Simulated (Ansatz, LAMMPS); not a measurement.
# Glassy 83GeO2-17SiO2 (mol %) (258 atoms): where an added charge goes

Aim: add and remove one electron in glassy 83GeO2-17SiO2 (mol %) (258 atoms), with atoms held and relaxed, and read trapping energy and localisation.

Main program and level: Ansatz 0.2.0; Kohn-Sham DFT, PBE, PAW (set soft_1), plane waves.

**1. The structure**

The cell holds 258 atoms: 71 Ge, 15 Si and 172 O. Cell: a = 15.910 Å, b = 15.910 Å, c = 15.910 Å, α = 90.0°, β = 90.0°, γ = 90.0°. 258 atoms (71 Ge, 15 Si, 172 O) placed at random at 3.43 g/cm³, melted at 4000 K for 10 ps at fixed volume with the Morse and Coulomb pair potential with partial charges (Pedone, Malavasi, Menziani, Cormack and Segre, J. Phys. Chem. B 110, 11780 (2006)). Quenched from 4000 K to 300 K at 25 K/ps and fixed volume, held 10 ps at zero pressure.

What the set-up can't give: The quench rate of 25 K/ps far exceeds what a furnace or splat quench reaches, so expect more defects and frozen-in strain than in a real sample. The network of bonds at the start is that of the classical potential that made the cell, and needn't be the one that DFT or experiment would give. Sampling is at Γ alone, for a cell whose shortest periodic width is 16 Å.

**2. Single point at the start**

The forces at the start show how far the geometry lies from a minimum of this functional.

The input, input.yaml:

```yaml
crystal:
  lattice:
    - [15.9097, 0.0, 0.0]
    - [0.0, 15.9097, 0.0]
    - [0.0, 0.0, 15.9097]
  atoms:
    - { symbol: Ge, position: [0.39027, 0.4331, 0.2158] }
    - { symbol: Ge, position: [0.28157, 0.08646, 0.9768] }
    - { symbol: Ge, position: [0.497, 0.86724, 0.3985] }
    - { symbol: Ge, position: [0.25244, 0.7421, 0.59845] }
    - { symbol: Ge, position: [0.28238, 0.05333, 0.57525] }
    - { symbol: Ge, position: [0.83779, 0.34171, 0.96568] }
    - { symbol: Ge, position: [0.0162, 0.66903, 0.94381] }
    - { symbol: Ge, position: [0.12015, 0.47786, 0.43529] }
    - { symbol: Ge, position: [0.1234, 0.21858, 0.95177] }
    - { symbol: Ge, position: [0.22083, 0.91495, 0.85378] }
    - { symbol: Ge, position: [0.56482, 0.87891, 0.71108] }
    - { symbol: Ge, position: [0.50266, 0.2213, 0.52963] }
    - { symbol: Ge, position: [0.92654, 0.31995, 0.26284] }
    - { symbol: Ge, position: [0.16281, 0.38358, 0.06119] }
    - { symbol: Ge, position: [0.01173, 0.64042, 0.34022] }
    - { symbol: Ge, position: [0.6772, 0.32914, 0.53121] }
    - { symbol: Ge, position: [0.49054, 0.78361, 0.92048] }
    - { symbol: Ge, position: [0.49345, 0.51381, 0.71853] }
    - { symbol: Ge, position: [0.50981, 0.30728, 0.90511] }
    - { symbol: Ge, position: [0.61067, 0.77436, 0.54668] }
    - { symbol: Ge, position: [0.45854, 0.50541, 0.44812] }
    - { symbol: Ge, position: [0.36468, 0.42175, 0.00565] }
    - { symbol: Ge, position: [0.75033, 0.59059, 0.24695] }
    - { symbol: Ge, position: [0.82558, 0.51711, 0.80849] }
    - { symbol: Ge, position: [0.20893, 0.70082, 0.88942] }
    - { symbol: Ge, position: [0.77927, 0.86092, 0.49112] }
    - { symbol: Ge, position: [0.0888, 0.19896, 0.32978] }
    - { symbol: Ge, position: [0.37845, 0.31798, 0.38382] }
    - { symbol: Ge, position: [0.60086, 0.45772, 0.2114] }
    - { symbol: Ge, position: [0.37919, 0.68977, 0.76012] }
    - { symbol: Ge, position: [0.70636, 0.91268, 0.1268] }
    - { symbol: Ge, position: [0.07603, 0.09645, 0.51587] }
    [... 220 atom lines left out ...]
    - { symbol: O, position: [0.00756, 0.60618, 0.75033] }
    - { symbol: O, position: [0.44069, 0.75156, 0.82291] }
    - { symbol: O, position: [0.70899, 0.10188, 0.63087] }
    - { symbol: O, position: [0.45819, 0.03656, 0.89004] }
    - { symbol: O, position: [0.18625, 0.38927, 0.16843] }
    - { symbol: O, position: [0.69903, 0.8329, 0.55117] }
kpoints:
  mp_grid: { grid: [1, 1, 1] }
hamiltonian:
  xc: pbe
  pseudopotentials: { kind: paw, azcp: { folder: soft_1 } }
scf:
  occupations: { method: fixed }
output:
  forces: true
```

Started as:

```bash
$ ansatz run input.yaml --threads 16 --pin off --max-ram 31232MiB --backend cpu --events-out ev --progress --plain --runs-dir out
```

Numbers of over 12 decimals in the logs are rounded to 6 here.

Output:

```text
Engine: ansatz 0.2.0, aarch64-unknown-linux-gnu
Pseudopotentials: kind: paw
Pseudopotential: Ge, paw, valence charge 14, recommended cutoff 420 eV (normal), soft_1/Ge.paw.azcp
Pseudopotential: Si, paw, valence charge 4, recommended cutoff 420 eV (normal), soft_1/Si.paw.azcp
Pseudopotential: O, paw, valence charge 6, recommended cutoff 420 eV (normal), soft_1/O.paw.azcp
[... 5 lines on functional and potentials left out ...]
Crystal: 258 atoms, lattice volume = 4027.040 Å³
Basis set: ecut = 420 eV, 78805 PW (Γ), exchange–correlation on 216×216×216 points (8 copies of the dense FFT grid, shifted against one another)
Bands: 1301, of which v1, the nominal top of the filled ones, is band 1043 counted from 1 (1042 counted from 0)
Symmetry: 1 space group operations
Space group: P1 (ITA 1), of the structure as read, at distance tolerance 1.6e-4 Å
k-points: 1
[... 7 lines on functional and potentials left out ...]
Initial density: superposition of atomic densities (chi_scale 0.1, normalization cell, long waves kept (reshape's long-wave potential 0.62 eV rms))
Initial wavefunctions: pseudopotential atomic-orbital guess
Functional: x = pbe(κ = 0.804, μ = 0.219515), c = pbe(β = 0.066725)
SCF iter   1: F=—  HF=-412167.887655 eV  |F-HF|=—  |Δ(HF+E_count)|=         —  Δρ=1.06e-1  dr2=3.42e2  ethr=3.10e-3  ⟨swp⟩=5.0  Hψ=4007  notcnv=0  defer=255
preconditioner: auto → Resta (q_TF=auto, 2.445 Å⁻¹)  ε∞=2.5  [insulator: Δε(μ)=2.411 eV  Ē_g=21.928 eV  n_scr=1020 (ndim 8)  ℏωp=26.7 eV  f_vac=0.199  ε∞_Penn≈2.5]
SCF iter   2: F=—  HF=-412076.209974 eV  |F-HF|=—  |Δ(HF+E_count)|=    9.17e1  Δρ=4.31e-2  dr2=3.48e1  ethr=3.10e-3  ⟨swp⟩=3.0  Hψ=2373  notcnv=0  defer=255
SCF iter   3: F=—  HF=-412069.286617 eV  |F-HF|=—  |Δ(HF+E_count)|=    6.92e0  Δρ=1.70e-2  dr2=8.32e0  ethr=1.67e-3  ⟨swp⟩=3.0  Hψ=1574  notcnv=0  defer=256
SCF iter   4: F=—  HF=-412068.137248 eV  |F-HF|=—  |Δ(HF+E_count)|=    1.15e0  Δρ=3.65e-3  dr2=4.56e-1  ethr=3.99e-4  ⟨swp⟩=2.0  Hψ=2145  notcnv=0  defer=255
SCF iter   5: F=—  HF=-412068.117921 eV  |F-HF|=—  |Δ(HF+E_count)|=   1.93e-2  Δρ=1.65e-3  dr2=9.91e-2  ethr=2.19e-5  ⟨swp⟩=3.0  Hψ=2097  notcnv=0  defer=256
SCF iter   6: F=—  HF=-412068.220781 eV  |F-HF|=—  |Δ(HF+E_count)|=   1.03e-1  Δρ=1.25e-3  dr2=5.14e-2  ethr=4.75e-6  ⟨swp⟩=3.0  Hψ=2198  notcnv=0  defer=256
SCF iter   7: F=—  HF=-412068.211794 eV  |F-HF|=—  |Δ(HF+E_count)|=   8.99e-3  Δρ=1.73e-4  dr2=1.54e-3  ethr=2.46e-6  ⟨swp⟩=3.0  Hψ=2328  notcnv=0  defer=256
SCF iter   8: F=—  HF=-412068.213559 eV  |F-HF|=—  |Δ(HF+E_count)|=   1.77e-3  Δρ=1.34e-4  dr2=6.13e-4  ethr=7.40e-8  ⟨swp⟩=3.0  Hψ=2454  notcnv=0  defer=256
SCF iter   9: F=—  HF=-412068.213602 eV  |F-HF|=—  |Δ(HF+E_count)|=   4.35e-5  Δρ=4.18e-5  dr2=6.73e-5  ethr=2.94e-8  ⟨swp⟩=3.0  Hψ=2286  notcnv=0  defer=251
SCF iter  10: F=—  HF=-412068.219073 eV  |F-HF|=—  |Δ(HF+E_count)|=   5.47e-3  Δρ=1.45e-5  dr2=8.22e-6  ethr=3.22e-9  ⟨swp⟩=3.0  Hψ=2568  notcnv=0  defer=251
SCF iter  11: F=—  HF=-412068.219075 eV  |F-HF|=—  |Δ(HF+E_count)|=   1.92e-6  Δρ=9.13e-6  dr2=2.81e-6  ethr=3.94e-10  ⟨swp⟩=3.0  Hψ=2609  notcnv=0  defer=251
SCF iter  12: F=—  HF=-412068.219075 eV  |F-HF|=—  |Δ(HF+E_count)|=   2.22e-8  Δρ=2.17e-6  dr2=2.12e-7  ethr=1.35e-10  ⟨swp⟩=3.0  Hψ=1739  notcnv=0  defer=251
SCF iter  13: F=-412068.219075 eV  HF=-412068.219075 eV  |F-HF|=5.22e-8  |Δ(HF+E_count)|=   1.07e-7  Δρ=1.64e-6  dr2=9.18e-8  ethr=4.79e-12  ⟨swp⟩=4.0  Hψ=3907  notcnv=0
SCF 1 converged in 13 iterations: F = -412068.219075 eV  dr2 = 9.18e-8
  greatest PAW one-centre occupation: 0.999 electrons in one spin orbital (limit 2), on the Ge atom at site 40 (counted from 0), in its partial waves of l = 2
SCF converged after 13 iterations
Free energy (F): -412068.219075 eV
Harris-Foulkes:  -412068.219075 eV  (|F-HF|=5.22e-8)
Internal energy: -412068.219075 eV  (E = F + TS)
E sigma→0 (E₀):  -412068.219075 eV
Fermi energy:    3.682775 eV
--- Per-component energies (eV) ---
  E_band       = -20977.328536
  E_kinetic    = 36490.616632
  E_local      = -308825.184536  (includes V_loc(G=0)·N_el)
  E_nonlocal   = 25539.136820
  E_hartree    = 138085.098122
  E_xc         = -18064.666406
  E_vxc        = -20841.562543  (∫ρ·V_xc dr)
  E_paw        = -179448.468128  (= ΣΔE_a)
  E_vpaw       = -29510.680851  (= ΣTr[D̂ρ^β])
  E_aug_tail   = 0.138071  (compensation charges beyond the density's cutoff)
  E_ewald      = -105844.889650
  E_smearing   = -0.000000  (= −TS)
  E_closure    = -0.000000  (closes the sum)
  Σ components = -412068.219075   (vs F -412068.219075, Δ=0.00e0)
--- Forces (eV/Å), atoms counted from 1 ---
  atom   1  Ge    -1.77907336     2.89461526    -0.72581440
  atom   2  Ge     1.88955808     1.16049218    -1.89407530
  atom   3  Ge    -0.20543558     0.52621456     0.12376713
  atom   4  Ge     0.15730448     0.12489520    -0.25525579
  atom   5  Ge    -2.17485822     3.37053609    -0.45523333
  atom   6  Ge    -0.16767285    -1.31007364    -0.57102412
  atom   7  Ge    -0.91093324     3.03246398     0.84174311
  atom   8  Ge    -1.97788976     1.96659072    -1.24663056
  atom   9  Ge     0.35512749    -0.31630877    -1.13712499
  atom  10  Ge     1.71946463    -2.43847607    -0.10935748
  atom  11  Ge    -0.09948281    -0.79729436     0.54874561
  atom  12  Ge    -1.08648682    -1.11940515    -0.46992490
  atom  13  Ge     1.29166649    -0.50800317    -0.36732541
  atom  14  Ge     0.70470974    -0.71426718     0.30213038
[...]
atom 257  O     -0.03208948     0.43813557    -0.26489908
  atom 258  O      0.10388548     1.02407517     2.58219360
  max |Σ_I F_I| component: 4.33e-5 eV/Å
```

Wall time 83 s (16 threads of Arm Neoverse V2, shared host); peak memory 9.2 GiB; 21 min of CPU time.

The column dr2 measures how far the density is from self-consistency, as an energy; F and HF (Harris–Foulkes) agree once it is small.

The r.m.s. force at the start is 1.2 eV/Å.

**3. Relaxation**

The atoms are relaxed in the fixed cell, aiming at the force tolerance of the input.

The input, input.yaml:

```yaml
crystal:
  lattice:
    - [15.9097, 0.0, 0.0]
    - [0.0, 15.9097, 0.0]
    - [0.0, 0.0, 15.9097]
  atoms:
    [... the 258 atom lines of step 2 ...]
kpoints:
  mp_grid: { grid: [1, 1, 1] }
hamiltonian:
  xc: pbe
  pseudopotentials: { kind: paw, azcp: { folder: soft_1 } }
scf:
  occupations: { method: fixed }
output:
  forces: true
relax:
  f_tol: 0.05
  max_steps: 120
```

Output:

```text
[...]
Crystal: 258 atoms, lattice volume = 4027.040 Å³
Basis set: ecut = 420 eV, 78805 PW (Γ), exchange–correlation on 216×216×216 points (8 copies of the dense FFT grid, shifted against one another)
Bands: 1301, of which v1, the nominal top of the filled ones, is band 1043 counted from 1 (1042 counted from 0)
Symmetry: 1 space group operations
[...]
k-points: 1
[...]
SCF iter   1: F=—  HF=-412167.887655 eV  |F-HF|=—  |Δ(HF+E_count)|=         —  Δρ=1.06e-1  dr2=3.42e2  ethr=3.10e-3  ⟨swp⟩=5.0  Hψ=4007  notcnv=0  defer=255
[...]
SCF iter   9: F=—  HF=-412068.219062 eV  |F-HF|=—  |Δ(HF+E_count)|=   5.25e-5  Δρ=4.18e-5  dr2=6.73e-5  ethr=2.94e-8  ⟨swp⟩=3.0  Hψ=2286  notcnv=0  defer=256
SCF iter  10: F=-412068.219072 eV  HF=-412068.219073 eV  |F-HF|=1.81e-6  |Δ(HF+E_count)|=   1.15e-5  Δρ=1.41e-5  dr2=8.14e-6  ethr=3.00e-9  ⟨swp⟩=4.0  Hψ=3817  notcnv=0
SCF 1 converged in 10 iterations: F = -412068.219072 eV  dr2 = 8.14e-6
[...]
relax step   1: F+E_penalty+E_count = -412068.21907152 eV  Δ(F+E_penalty+E_count) = +0.000e0 eV  max|allowed force component| = 4.750e0 eV/Å  Δτ_max = 0.0000 Å  (10 SCF iters, dr2 threshold 6.25e-5 eV, accepted)
[...]
relax step   2: F+E_penalty+E_count = -412083.51050637 eV  Δ(F+E_penalty+E_count) = -1.529e1 eV  max|allowed force component| = 2.624e0 eV/Å  Δτ_max = 0.1433 Å  (8 SCF iters, dr2 threshold 1.00e-4 eV, accepted)
[...]
relax step   3: F+E_penalty+E_count = -412094.23982568 eV  Δ(F+E_penalty+E_count) = -1.073e1 eV  max|allowed force component| = 6.923e-1 eV/Å  Δτ_max = 0.1949 Å  (9 SCF iters, dr2 threshold 1.00e-4 eV, accepted)
relax step   4: F+E_penalty+E_count = -412096.44671169 eV  Δ(F+E_penalty+E_count) = -2.207e0 eV  max|allowed force component| = 5.096e-1 eV/Å  Δτ_max = 0.2000 Å  (8 SCF iters, dr2 threshold 3.33e-5 eV, accepted)
relax step   5: F+E_penalty+E_count = -412097.41918510 eV  Δ(F+E_penalty+E_count) = -9.725e-1 eV  max|allowed force component| = 3.621e-1 eV/Å  Δτ_max = 0.1949 Å  (8 SCF iters, dr2 threshold 1.81e-5 eV, accepted)
relax step   6: F+E_penalty+E_count = -412097.90468528 eV  Δ(F+E_penalty+E_count) = -4.855e-1 eV  max|allowed force component| = 2.070e-1 eV/Å  Δτ_max = 0.2000 Å  (7 SCF iters, dr2 threshold 6.62e-5 eV, accepted)
relax step   7: F+E_penalty+E_count = -412098.34750463 eV  Δ(F+E_penalty+E_count) = -4.428e-1 eV  max|allowed force component| = 2.372e-1 eV/Å  Δτ_max = 0.2000 Å  (8 SCF iters, dr2 threshold 1.40e-5 eV, accepted)
relax step   8: F+E_penalty+E_count = -412098.59723770 eV  Δ(F+E_penalty+E_count) = -2.497e-1 eV  max|allowed force component| = 1.869e-1 eV/Å  Δτ_max = 0.2000 Å  (8 SCF iters, dr2 threshold 1.84e-5 eV, accepted)
relax step   9: F+E_penalty+E_count = -412098.77436618 eV  Δ(F+E_penalty+E_count) = -1.771e-1 eV  max|allowed force component| = 1.329e-1 eV/Å  Δτ_max = 0.2000 Å  (8 SCF iters, dr2 threshold 2.17e-5 eV, accepted)
relax step  10: F+E_penalty+E_count = -412098.81225959 eV  Δ(F+E_penalty+E_count) = -3.789e-2 eV  max|allowed force component| = 3.736e-1 eV/Å  Δτ_max = 0.2000 Å  (8 SCF iters, dr2 threshold 8.95e-6 eV, accepted)
relax step  11: F+E_penalty+E_count = -412098.84657402 eV  Δ(F+E_penalty+E_count) = -3.431e-2 eV  max|allowed force component| = 2.731e-1 eV/Å  Δτ_max = 0.0478 Å  (6 SCF iters, dr2 threshold 7.06e-5 eV, accepted)
relax step  12: F+E_penalty+E_count = -412098.85434087 eV  Δ(F+E_penalty+E_count) = -7.767e-3 eV  max|allowed force component| = 1.497e-1 eV/Å  Δτ_max = 0.0389 Å  (6 SCF iters, dr2 threshold 3.99e-5 eV, accepted)
relax step  13: F+E_penalty+E_count = -412098.78850807 eV  Δ(F+E_penalty+E_count) = +6.583e-2 eV  max|allowed force component| = 3.030e-1 eV/Å  Δτ_max = 0.1419 Å  (8 SCF iters, dr2 threshold 6.73e-6 eV, rejected (line search))
[...]
relax step  14: F+E_penalty+E_count = -412098.86259191 eV  Δ(F+E_penalty+E_count) = -8.251e-3 eV  max|allowed force component| = 3.031e-2 eV/Å  Δτ_max = 0.0295 Å  (10 SCF iters, accepted)
SCF converged after 10 iterations
Free energy (F): -412098.862592 eV
[...]
Internal energy: -412098.862592 eV  (E = F + TS)
E sigma→0 (E₀):  -412098.862592 eV
Fermi energy:    2.934678 eV
[...]
Σ components = -412098.862592   (vs F -412098.862592, Δ=0.00e0)
--- Forces (eV/Å), atoms counted from 1 ---
  atom   1  Ge    -0.00406030     0.00662791    -0.01374672
  atom   2  Ge     0.00178311    -0.00161249     0.00495664
  atom   3  Ge     0.00057290     0.00544164    -0.00822749
  atom   4  Ge     0.01034729     0.00059113    -0.00766257
[...]
atom 258  O      0.00750276     0.00333495    -0.00061776
  max |Σ_I F_I| component: 1.23e-4 eV/Å
--- Relaxed structure (14 steps of the walk, 13 accepted, 0 SCFs on fresh bases) ---
  F+E_penalty+E_count = -412098.86259191 eV   max|allowed force component| = 3.031e-2 eV/Å
  atoms:
    - { symbol: Ge, position: [0.400891, 0.436886, 0.216129] }
    - { symbol: Ge, position: [0.290173, 0.104316, 0.982337] }
    - { symbol: Ge, position: [0.491583, 0.867737, 0.403541] }
    - { symbol: Ge, position: [0.240509, 0.733392, 0.601838] }
[...]
- { symbol: O, position: [0.705007, 0.855349, 0.552953] }
```

The job ended after 13 min (16 threads; peak memory 9.2 GiB; 3.4 h of CPU time).

The relaxation converged after 14 steps, 30.6 eV below its start, with a largest force component of 0.030 eV/Å.

[end of part 1 of 3]

[Logs are printed without paths, hosts, clocks, repeated set-up lines and the standing remarks that a program may print on its own settings, such as how far it seeks lower states.]

[Hosts, paths, dates, database ids (printed as entryN), source tags and the programs' standing remarks are cut or masked in the printed files.]
